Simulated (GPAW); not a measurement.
Consider ZrBrN (Pmmn).

```xyz
6
Lattice="3.5810 0.0000 0.0000 0.0000 4.1160 0.0000 0.0000 0.0000 8.7010" Properties=species:S:1:pos:R:3 pbc="T T T"
Zr    1.7905    0.0000    7.8744
Zr    0.0000    2.0580    0.8266
Br    0.0000    0.0000    5.6557
Br    1.7905    2.0580    3.0454
N     0.0000    0.0000    0.3045
N     1.7905    2.0580    8.3965
```

Absorber: atom 3, with 2 Zr at 2.85 Å (bent, 78°, site symmetry mm2). Method: GPAW, LDA, full core hole (charged cell), 24-atom cell with 8.2 Å between holes, 3×3×3 k points, dipole transitions, Gaussian full width 2.52 eV up to 4 eV, rising linearly to 3.5 eV at 25 eV.

Q: Where do the maxima of the Br K edge fall?

Main maxima up to 30 eV above the zero (height): 2.4 eV (0.91), 8.4 eV (1.62), 20.6 eV (1.36) and 26.4 eV (1.33). A K edge sees empty p states on the absorber. 

The Br K spectrum (energy from the lowest empty level; intensity scaled to a mean of 1 over the first 20 eV; polarised curves are means over the symmetry-equivalent atoms):

```
E (eV)  isotropic  ε ∥ x  ε ∥ y  ε ∥ z
  -2.0       0.00   0.01   0.00   0.00
  -1.4       0.02   0.03   0.02   0.01
  -0.8       0.07   0.10   0.07   0.05
  -0.2       0.19   0.25   0.17   0.15
   0.4       0.40   0.50   0.35   0.35
   1.0       0.64   0.75   0.53   0.64
   1.6       0.83   0.88   0.64   0.98
   2.2       0.91   0.85   0.62   1.27
   2.8       0.89   0.73   0.52   1.41
   3.4       0.82   0.66   0.43   1.37
   4.0       0.78   0.68   0.44   1.21
   4.6       0.79   0.78   0.54   1.06
   5.2       0.87   0.90   0.70   1.01
   5.8       0.99   1.03   0.87   1.07
   6.4       1.14   1.17   1.03   1.22
   7.0       1.32   1.35   1.17   1.42
   7.6       1.49   1.58   1.28   1.63
   8.2       1.61   1.77   1.33   1.73
   8.8       1.61   1.84   1.33   1.66
   9.4       1.48   1.73   1.27   1.43
  10.0       1.27   1.48   1.18   1.14
  10.6       1.05   1.18   1.06   0.90
  11.2       0.86   0.92   0.93   0.74
  11.8       0.75   0.74   0.83   0.67
  12.4       0.70   0.65   0.80   0.66
  13.0       0.71   0.65   0.82   0.67
  13.6       0.75   0.68   0.87   0.69
  14.2       0.79   0.73   0.92   0.71
  14.8       0.82   0.78   0.96   0.73
  15.4       0.85   0.82   1.00   0.74
  16.0       0.90   0.85   1.09   0.77
  16.6       0.97   0.88   1.21   0.83
  17.2       1.06   0.92   1.33   0.92
  17.8       1.14   0.96   1.42   1.04
  18.4       1.21   1.02   1.43   1.19
  19.0       1.27   1.11   1.40   1.32
  19.6       1.32   1.20   1.34   1.43
  20.2       1.35   1.30   1.28   1.47
  20.8       1.36   1.39   1.25   1.44
  21.4       1.33   1.43   1.22   1.35
  22.0       1.28   1.42   1.19   1.24
  22.6       1.23   1.37   1.15   1.16
  23.2       1.18   1.31   1.10   1.12
  23.8       1.16   1.27   1.08   1.15
  24.4       1.19   1.27   1.08   1.22
  25.0       1.24   1.30   1.12   1.32
  25.6       1.30   1.32   1.18   1.40
  26.2       1.33   1.32   1.22   1.45
  26.8       1.32   1.28   1.23   1.46
  27.4       1.28   1.22   1.20   1.42
  28.0       1.21   1.15   1.14   1.35
  28.6       1.15   1.10   1.07   1.26
  29.2       1.08   1.07   1.01   1.17
  29.8       1.03   1.05   0.96   1.08
  30.4       0.99   1.03   0.94   1.00
  31.0       0.96   1.00   0.96   0.93
  31.6       0.95   0.96   1.00   0.89
```

The script folds with a Gaussian, whereas the core hole's own line is a Lorentzian, so the onset is too steep and the first peak too high. Lifetime broadening is put in by hand, and intensities beyond about 20 eV depend on it and on the partial waves. The structure is a published determination, not relaxed.

[Banner, clock and machine lines of the logs are left out without a mark of their own.]

[Logs are printed without paths, hosts, clocks, repeated set-up lines and the standing remarks that a program may print on its own settings, such as how far it seeks lower states.]

[Hosts, paths, dates, database ids (printed as entryN), source tags and the programs' standing remarks are cut or masked in the printed files.]

[Lists of maxima count a maximum above −3 eV only where it reaches 4 % of the highest in the window and stands out from its surroundings by 2 % of it (1.5 % where it reaches 55 %); shoulders and weaker maxima are passed over, and of the rest the first, up to two pre-edge ones and the few strongest are named.]
